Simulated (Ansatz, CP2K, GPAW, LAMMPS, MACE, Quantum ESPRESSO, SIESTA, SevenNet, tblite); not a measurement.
# GPAW on liquid (Rb,Li,Na)Br at 1000 K (90 atoms): settings against a plane-wave reference

How do the settings of GPAW change the result for liquid (Rb,Li,Na)Br at 1000 K (90 atoms)? A plane-wave run serves as the yardstick.

Method: the method is named at each step, in GPAW 26.7.0.

## (1) The starting structure

The cell holds 90 atoms: 12 Rb, 10 Li, 23 Na and 45 Br. Cell: a = 14.887 Å, b = 14.887 Å, c = 14.887 Å, α = 90.0°, β = 90.0°, γ = 90.0°. 90 atoms (12 Rb, 10 Li, 23 Na, 45 Br) placed at random at 2.63 g/cm³, melted at 1800 K for 10 ps at fixed volume with the Lennard-Jones and Coulomb ion parameters for SPC/E (Joung and Cheatham, J. Phys. Chem. B 112, 9020 (2008)), full charges. Snapshot at the end of a hold of 20 ps at 1000 K and fixed volume.

The yardstick, on the same geometry:

- method: Kohn-Sham DFT, PBE, SSSP efficiency 1.3.0 pseudopotentials, plane waves (Quantum ESPRESSO 7.5); sssp-pbe-1.3.0-efficiency, cutoffs 45/360 Ry, Γ point
- r.m.s. force component: 0.2746 eV/Å
- longest force: 1.019 eV/Å
- pressure: -0.1697 GPa
- gap (highest filled to lowest empty level): 2.941 eV
- time: 6.2 min on 4 MPI ranks of Arm Neoverse V2, shared host
- CPU time: 25 min

## (2) PBE, LCAO dzp, h 0.2 Å

Method: Kohn-Sham DFT, PBE, PAW, atomic orbitals (dzp).

Input file run.py:

```python
import numpy as np
from ase.io import read
from gpaw import GPAW, FermiDirac

atoms = read("structure.xyz")
atoms.calc = GPAW(
    mode="lcao",
    basis="dzp",
    h=0.2,
    xc="PBE",
    kpts={"size": (1, 1, 1), "gamma": True},
    occupations=FermiDirac(0.05),
    maxiter=200,
    symmetry={"point_group": False},
    txt="gpaw.txt",
)
energy = atoms.get_potential_energy(force_consistent=True)
forces = atoms.get_forces()
print(f"energy {energy:.6f} eV")
print("forces (eV/A)")
for i, (a, f) in enumerate(zip(atoms, forces)):
    print(f"{i:4d} {a.symbol:2s} {f[0]:10.5f} {f[1]:10.5f} {f[2]:10.5f}")
print(f"Fermi level {atoms.calc.get_fermi_level():.4f} eV")
for k in range(len(atoms.calc.get_ibz_k_points())):
    for s in range(atoms.calc.get_number_of_spins()):
        e = atoms.calc.get_eigenvalues(kpt=k, spin=s)
        n = np.searchsorted(e, atoms.calc.get_fermi_level())
        print(f"k {k} spin {s} levels about the Fermi level:", np.round(e[max(n - 6, 0):n], 4).tolist(), "|", np.round(e[n:n + 6], 4).tolist())
```

Input file structure.xyz:

```xyz
90
Lattice="14.88690 0.00000 0.00000 0.00000 14.88690 0.00000 0.00000 0.00000 14.88690" Properties=species:S:1:pos:R:3 pbc="T T T"
Rb 0.71919 7.08572 13.99622
Rb 5.24302 8.39696 14.58484
Rb 8.35006 12.31936 10.88634
Rb 10.89900 5.05380 8.93601
Rb 11.46946 9.39378 14.61000
Rb 4.56983 5.39338 10.61719
Rb 4.53827 0.09736 4.42215
Rb 11.96103 4.66913 0.14306
Rb 6.75180 5.58125 6.03634
Rb 0.75253 5.35646 3.32990
Rb 4.07142 0.88116 13.70875
Rb 4.06264 4.16669 1.75025
Li 9.38396 9.65252 7.14601
Li 3.63523 14.83569 9.20561
Li 7.87815 1.90329 8.14864
Li 2.04308 10.52444 11.91637
Li 14.53185 1.65334 14.66092
Li 1.49405 3.93610 12.13014
Li 0.01489 0.37187 3.17210
Li 11.93155 10.83707 8.01273
Li 7.99412 11.25822 3.83174
Li 14.75872 8.41929 6.27304
Na 2.93421 7.61063 8.50742
Na 14.82854 10.26913 2.57052
Na 8.10473 1.91282 3.71488
Na 11.65882 14.56058 7.76724
Na 4.07693 9.31190 4.15062
Na 0.61126 12.58107 6.19578
Na 2.25537 11.99839 0.62168
Na 1.57235 2.58541 6.43933
Na 14.44163 10.25931 10.53457
Na 14.61477 5.07003 8.59063
Na 10.86595 6.30788 4.38747
Na 4.37332 10.65113 8.70854
Na 7.90926 8.07093 2.36925
Na 13.37692 12.77207 13.68880
Na 9.75092 1.94989 12.10752
Na 8.11798 4.12382 14.61760
Na 7.63891 14.26686 6.20441
Na 7.22149 13.15898 0.69209
Na 12.63853 2.38339 5.24242
Na 11.41915 11.99318 4.26063
Na 8.37865 7.52086 11.20269
Na 0.19502 14.86263 9.90157
Na 11.01899 14.67699 0.74047
Br 9.35627 1.61984 0.08545
Br 2.61369 2.03593 10.97016
Br 1.99127 11.87245 9.83563
Br 1.01826 14.62042 14.64603
Br 4.01797 11.38788 13.42128
Br 2.37535 5.03445 7.23384
Br 13.39523 5.03862 5.88717
Br 9.93433 9.66502 3.49291
Br 9.95874 12.53120 6.71622
Br 8.49714 8.01273 14.17456
Br 9.07892 0.71159 9.86987
[... 30 atom lines left out ...]
Br 7.28848 4.50016 9.21261
Br 1.82513 2.35139 3.46716
Br 14.28785 5.31939 11.79921
Br 13.31261 10.51417 5.95759
```

On the command line:

```sh
OMP_NUM_THREADS=1 python run.py > output.txt
```

What it wrote:

```text
energy -255.963724 eV
forces (eV/A)
   0 Rb    0.16106    0.52595    0.39896
   1 Rb   -0.32347    0.01006   -0.21179
   2 Rb   -0.51045    0.56530   -0.29121
   3 Rb   -0.03450   -0.33232    0.04051
   4 Rb   -0.25848    0.22654    0.04988
   5 Rb    0.00425   -0.47068    0.10743
   6 Rb   -0.79985   -0.56723   -0.32538
   7 Rb    0.07252   -0.29307    0.07614
   8 Rb    0.48104   -0.01015    0.99178
   9 Rb   -0.26504    0.40478    0.02218
  10 Rb   -0.24409   -0.08395   -0.35882
  11 Rb    0.44571   -0.30944   -0.02170
  12 Li   -0.63027    0.21157   -0.10058
  13 Li    0.29977   -0.16246   -0.06928
  14 Li   -0.00263    0.74900    0.05841
  15 Li    0.81335    0.09285    0.26862
  16 Li   -0.17146    0.11362    0.21855
  17 Li   -0.53654   -0.18347    0.32130
  18 Li    0.44798   -0.27463   -0.03611
  19 Li   -0.22307    0.11596    0.12809
  20 Li   -0.26963   -0.39894    0.10880
  21 Li   -0.26430    0.21386    0.46042
  22 Na   -0.34204    0.13129   -0.09278
  23 Na   -0.31456    0.12070    0.10421
[...]
82 Br    0.55918   -0.04588    0.49591
  83 Br    0.61850   -0.72057   -0.34726
  84 Br   -0.30874   -0.04575    0.25603
  85 Br   -0.40224    0.41154   -0.19727
  86 Br    0.49752   -0.38557   -0.23555
  87 Br    0.06816   -0.31109    0.55957
  88 Br   -0.00951   -0.50210   -0.63525
  89 Br    0.21012   -0.18307   -0.41035
Fermi level 0.8398 eV
k 0 spin 0 levels about the Fermi level: [-0.7365, -0.7104, -0.6692, -0.5682, -0.4276, -0.3759] | [2.4193, 3.3913, 3.5079, 3.5737, 3.6534, 3.6864]
```

gpaw.txt:

```text
Input parameters:
  mode=LCAO(),
  basis={'default': 'dzp'},
  h=0.2,
  kpts=MonkhorstPack(size=(1, 1, 1), gamma=True),
  maxiter=200,
  occupations=Occupations(name='fermi-dirac', width=0.05, fixmagmom=False),
  symmetry=Symmetry(point_group=False),
  xc=XC(name='PBE')
Unit cell  # Å
| periodic |         x |         y |         z |   lengths |    angles |
|----------|-----------|-----------|-----------|-----------|-----------|
|      yes | 14.886900 |  0.000000 |  0.000000 | 14.886900 | 90.000000 |
|      yes |  0.000000 | 14.886900 |  0.000000 | 14.886900 | 90.000000 |
|      yes |  0.000000 |  0.000000 | 14.886900 | 14.886900 | 90.000000 |
Number of symmetries: 1
Symmetry operations  # r_c * U_cc + t_c -> r_c
|   | kind |            matrix            |
|---|------|------------------------------|
| 0 |  E   |  1, 0, 0,  0, 1, 0,  0, 0, 1 |
BZ-sampling:
  Number of BZ points: 1
  Number of IBZ points: 1
  Monkhorst-Pack size: [1, 1, 1]
  Monkhorst-Pack shift: [0, 0, 0]
[... lines left out ...]
      Number of RI-basis functions 0
Reference energy: -4267497.296541  # eV
eigensolver:
density mixing:
  MSR1-Mixer
occupation numbers:
  Fermi-Dirac:
    width: 0.0500  # eV
FastPoissonSolver using
    Stencil: 6*3+1=19 point O(h^6) finite-difference Laplacian
xc functional:
  name: PBE with 2 nearest neighbor stencil
interpolation: tri-quintic # 5. degree polynomial
Initialization done in: 15.445 s
convergence criteria:
- Maximum [total energy] change in last 3 cyles: 0.0005 eV / valence electron
- Maximum integral of absolute [dens]ity change: 0.0001 electrons / valence electron
- Maximum integral of absolute [eigenst]ate change: 4e-08 eV^2 / valence electron
maximum number of iterations: 200
SCF iterations
|iter     |      energy | eigst |  dens |
|---------|-------------|-------|-------|
|iter:   1| -258.485106 |      c|       |
|iter:   2| -257.900710 |      c| -1.34 |
|iter:   3| -255.808733 |      c| -1.36 |
|iter:   4| -255.952630 |      c| -1.88 |
|iter:   5| -255.963697c|      c| -2.46 |
|iter:   6| -255.963708c|      c| -3.34 |
|iter:   7| -255.963720c|      c| -3.85 |
|iter:   8| -255.963724c|      c| -4.28c|
Converged in 8 steps
SCF loop duration: 220.916 s (27.615 s/step)
Energy contributions relative to reference atoms: (reference = -4267497.296541)
Energy contributions:
  Kinetic:         513.352018
  Coulomb:        -495.917080
  Zero:              0.935196
  External:          0.000000
  Xc:             -274.333859
  Entropy:          -0.000000
  Spinorbit:         0.000000
  ----------------------------
  Free energy:    -255.963724
  Extrapolated:   -255.963724
dipole moment: (86.247516, 71.258637, 107.126088)  # |e|*Ang
Fermi level: 0.840
Eigenvalues  # (at kpt = [0.000, 0.000, 0.000])
| band index |      eig [eV] | occ [0-2] |
|------------|---------------|-----------|
|          0 |       -26.902 |     2.000 |
|        ... |               |           |
|        289 |        -0.799 |     2.000 |
|        290 |        -0.782 |     2.000 |
[...]
|        304 |         4.153 |     0.000 |
|        ... |               |           |
|        360 |         6.621 |     0.000 |
Gap: 2.795 eV
Transition (v -> c):
  (s=0, k=0, n=296, [0.00, 0.00, 0.00]) -> (s=0, k=0, n=297, [0.00, 0.00, 0.00])
No difference between direct/indirect transitions
Force computation time: 69.746  # s
timing:  # [seconds]
  Total:  306.138  # ━━━━━━━━━━━━━━━━━━━━━━━━━━━━━━━━━━━━━━━━━━━━━━━━━━━━━━━━
  Init:    15.445  # ━━━
  SCF:    220.916  # ━━━━━━━━━━━━━━━━━━━━━━━━━━━━━━━━━━━━━━━━╸
  Forces:  69.746  # ━━━━━━━━━━━━━
```

It took 5.1 min on 1 thread of Arm Neoverse V2, shared host; peak memory 3.2 GiB.

Banners, paths, timers and routine set-up lines are dropped from the logs unmarked, and long logs keep their key lines alone; longer cuts are marked.

Compared with the plane-wave run:

| Quantity | Value |
| --- | --- |
| r.m.s. force component | 0.313 eV/Å |
| r.m.s. difference of force components | 51.63 meV/Å |
| longest difference of force vectors | 229.5 meV/Å |
| force difference over r.m.s. force | 18.8 % |
| slope of forces against the reference's | 1.132 |
| correlation of force components | 0.9931 |
| gap (highest filled to lowest empty level) | 2.795 eV |
| gap difference | -0.1462 eV |

Length of the force difference by element (eV/Å):

```csv
element,atoms,mean,most
Br,45,0.079,0.23
Li,10,0.084,0.12
Na,23,0.038,0.084
Rb,12,0.13,0.19
```

Levels nearest the highest filled one (eV from it): -0.36, -0.33, -0.29, -0.19, -0.05, 0.00, 2.80, 3.77, 3.88, 3.95, 4.03, 4.06.

A closer look about Li17, picked at random: 10 atoms, nearest first, numbered in the order of the input, with positions taken from that point.

```csv
atom,x,y,z,distance (Å),Fx,Fy,Fz (eV/Å)
Li17,0.00,0.00,0.00,0.00,-0.17,0.11,0.22
Br49,1.37,-1.92,-0.01,2.36,0.27,-0.55,-0.23
Br59,-1.85,-0.92,-1.45,2.52,-0.10,-0.05,-0.21
Br62,1.73,2.22,0.18,2.82,-0.30,-0.08,-0.43
Br70,-1.47,-0.02,2.48,2.88,-0.35,0.50,-0.40
Li19,0.37,-1.28,3.40,3.65,0.45,-0.27,-0.04
Li18,1.85,2.28,-2.53,3.88,-0.54,-0.18,0.32
Rb8,-2.57,3.02,0.37,3.98,0.07,-0.29,0.08
Na36,-1.15,-3.77,-0.97,4.06,0.07,0.68,0.09
Na45,-3.51,-1.86,0.97,4.09,0.66,-0.51,0.02
```

Atoms are counted from 1 here, from 0 in the log.

Forces lie 19 % from the reference's, at 0.21 times its CPU time (on 1 against 4 cores).

## (3) PBE, LCAO szp(dzp), h 0.2 Å

Method: Kohn-Sham DFT, PBE, PAW, atomic orbitals (szp(dzp)).

Edit run.py of step 2 so:

```diff
@@ -7,3 +7,3 @@
     mode="lcao",
-    basis="dzp",
+    basis="szp(dzp)",
     h=0.2,
```

structure.xyz is that of step 2.

What it wrote:

```text
energy -247.189524 eV
forces (eV/A)
   0 Rb    0.16348    0.56579    0.39030
   1 Rb   -0.31508    0.00190   -0.22727
   2 Rb   -0.55665    0.58318   -0.28317
   3 Rb   -0.03573   -0.34244    0.04409
   4 Rb   -0.29178    0.23330    0.03108
   5 Rb   -0.02229   -0.46002    0.13799
[...]
87 Br    0.05952   -0.33690    0.62136
  88 Br    0.02121   -0.54307   -0.67760
  89 Br    0.21862   -0.21070   -0.42643
Fermi level 1.0657 eV
k 0 spin 0 levels about the Fermi level: [-0.4921, -0.482, -0.4235, -0.3231, -0.2006, -0.1319] | [2.4665, 3.495, 3.5765, 3.65, 3.7378, 3.7728]
```

gpaw.txt:

```text
Input parameters:
  mode=LCAO(),
  basis={'default': 'szp(dzp)'},
  h=0.2,
  kpts=MonkhorstPack(size=(1, 1, 1), gamma=True),
  maxiter=200,
  occupations=Occupations(name='fermi-dirac', width=0.05, fixmagmom=False),
[... lines left out ...]
  Fermi-Dirac:
[... lines left out ...]
convergence criteria:
- Maximum [total energy] change in last 3 cyles: 0.0005 eV / valence electron
[... lines left out ...]
Converged in 8 steps
[... lines left out ...]
  Free energy:    -247.189524
[... lines left out ...]
Fermi level: 1.066
[... lines left out ...]
|        ... |               |           |
|        360 |         6.988 |     0.000 |
Gap: 2.598 eV
Transition (v -> c):
  (s=0, k=0, n=296, [0.00, 0.00, 0.00]) -> (s=0, k=0, n=297, [0.00, 0.00, 0.00])
No difference between direct/indirect transitions
Force computation time: 45.926  # s
timing:  # [seconds]
  Total:  212.121  # ━━━━━━━━━━━━━━━━━━━━━━━━━━━━━━━━━━━━━━━━━━━━━━━━━━━━━━━━
  Init:    13.592  # ━━━╸
  SCF:    152.568  # ━━━━━━━━━━━━━━━━━━━━━━━━━━━━━━━━━━━━━━━━╸
  Forces:  45.926  # ━━━━━━━━━━━━
```

Run time: 3.6 min. Hardware: 1 thread; peak memory 3 GiB.

Against the reference:

```yaml
r_m_s_force_component: 0.3254 eV/Å
r_m_s_difference_of_force_components: 65.21 meV/Å
longest_difference_of_force_vectors: 291.8 meV/Å
force_difference_over_r_m_s_force: 23.74 %
slope_of_forces_against_the_reference_s: 1.174
correlation_of_force_components: 0.9907
spacing_of_highest_filled_and_lowest_empty_level: 2.598 eV
gap_difference: -0.343 eV
```

This is a coarse setting, run to see what it loses.

Against the first run (19 %), the force difference from the reference is 24 %, at 0.69 times the CPU time, with 807 basis functions against 1254: the smaller basis costs accuracy.

## (4) PBE, LCAO dzp, h 0.28 Å

Method: Kohn-Sham DFT, PBE, PAW, atomic orbitals (dzp).

Edit run.py of step 3 so:

```diff
@@ -7,4 +7,4 @@
     mode="lcao",
-    basis="szp(dzp)",
-    h=0.2,
+    basis="dzp",
+    h=0.28,
     xc="PBE",
```

structure.xyz is that of step 3.

What it wrote:

```text
energy -252.643214 eV
forces (eV/A)
   0 Rb    0.16920    0.52896    0.41151
   1 Rb   -0.32284    0.01040   -0.20931
   2 Rb   -0.49022    0.57065   -0.29543
   3 Rb   -0.03536   -0.34800    0.04590
   4 Rb   -0.26024    0.20724    0.04459
   5 Rb   -0.00574   -0.49638    0.11357
   6 Rb   -0.80898   -0.57529   -0.33011
   7 Rb    0.06504   -0.29197    0.07933
   8 Rb    0.48103   -0.01235    0.99942
   9 Rb   -0.27918    0.39927    0.01041
  10 Rb   -0.23232   -0.08724   -0.35257
  11 Rb    0.46632   -0.31103   -0.01543
[...]
85 Br   -0.37866    0.42846   -0.19571
  86 Br    0.50019   -0.39739   -0.22236
  87 Br    0.07639   -0.31128    0.56633
  88 Br   -0.00736   -0.51093   -0.62389
  89 Br    0.20609   -0.18445   -0.43089
Fermi level 0.8411 eV
k 0 spin 0 levels about the Fermi level: [-0.7358, -0.7095, -0.6683, -0.5677, -0.4266, -0.3748] | [2.4174, 3.3892, 3.5066, 3.5721, 3.6519, 3.6846]
```

gpaw.txt:

```text
Input parameters:
  mode=LCAO(),
  basis={'default': 'dzp'},
  h=0.28,
  kpts=MonkhorstPack(size=(1, 1, 1), gamma=True),
  maxiter=200,
  occupations=Occupations(name='fermi-dirac', width=0.05, fixmagmom=False),
  symmetry=Symmetry(point_group=False),
  xc=XC(name='PBE')
[... lines left out ...]
  Fermi-Dirac:
[... lines left out ...]
convergence criteria:
- Maximum [total energy] change in last 3 cyles: 0.0005 eV / valence electron
[... lines left out ...]
Converged in 8 steps
[... lines left out ...]
  Free energy:    -252.643214
[... lines left out ...]
Fermi level: 0.841
[... lines left out ...]
|          0 |       -26.906 |     2.000 |
|        ... |               |           |
|        289 |        -0.798 |     2.000 |
|        290 |        -0.781 |     2.000 |
[...]
|        304 |         4.152 |     0.000 |
|        ... |               |           |
|        360 |         6.619 |     0.000 |
Gap: 2.792 eV
Transition (v -> c):
  (s=0, k=0, n=296, [0.00, 0.00, 0.00]) -> (s=0, k=0, n=297, [0.00, 0.00, 0.00])
No difference between direct/indirect transitions
Force computation time: 25.614  # s
timing:  # [seconds]
  Total:  119.862  # ━━━━━━━━━━━━━━━━━━━━━━━━━━━━━━━━━━━━━━━━━━━━━━━━━━━━━━━━
  Init:     9.480  # ━━━━╸
  SCF:     84.735  # ━━━━━━━━━━━━━━━━━━━━━━━━━━━━━━━━━━━━━━━╸
  Forces:  25.616  # ━━━━━━━━━━━━
```

Run time: 2 min. Hardware: 1 thread; peak memory 1.2 GiB.

Compared with the plane-wave run:

```
r.m.s. force component                           : 0.3137 eV/Å
r.m.s. difference of force components            : 52.96 meV/Å
longest difference of force vectors              : 240.8 meV/Å
force difference over r.m.s. force               : 19.29 %
slope of forces against the reference's          : 1.134
correlation of force components                  : 0.9926
gap (highest filled to lowest empty level) : 2.792 eV
gap difference                                   : -0.1492 eV
energy less the same-level run's                 : 36.89 meV/atom
r.m.s. force difference from the same-level run  : 9.457 meV/Å
```

This is a coarse setting, run to see what it loses.

Against the first run (19 %), the force difference from the reference is 19 %, at 0.39 times the CPU time: the change moves forces by 9.5 meV/Å r.m.s., so most of the difference comes from elsewhere.

(Part 1 of 2 ends here.)

[Also dropped from logs without a mark: logging warnings of Python, and SIESTA's first energy breakdown and zero terms.]

[Logs are printed without paths, hosts, clocks, repeated set-up lines and the standing remarks that a program may print on its own settings, such as how far it seeks lower states.]

[Hosts, paths, dates, database ids (printed as entryN), source tags and the programs' standing remarks are cut or masked in the printed files.]
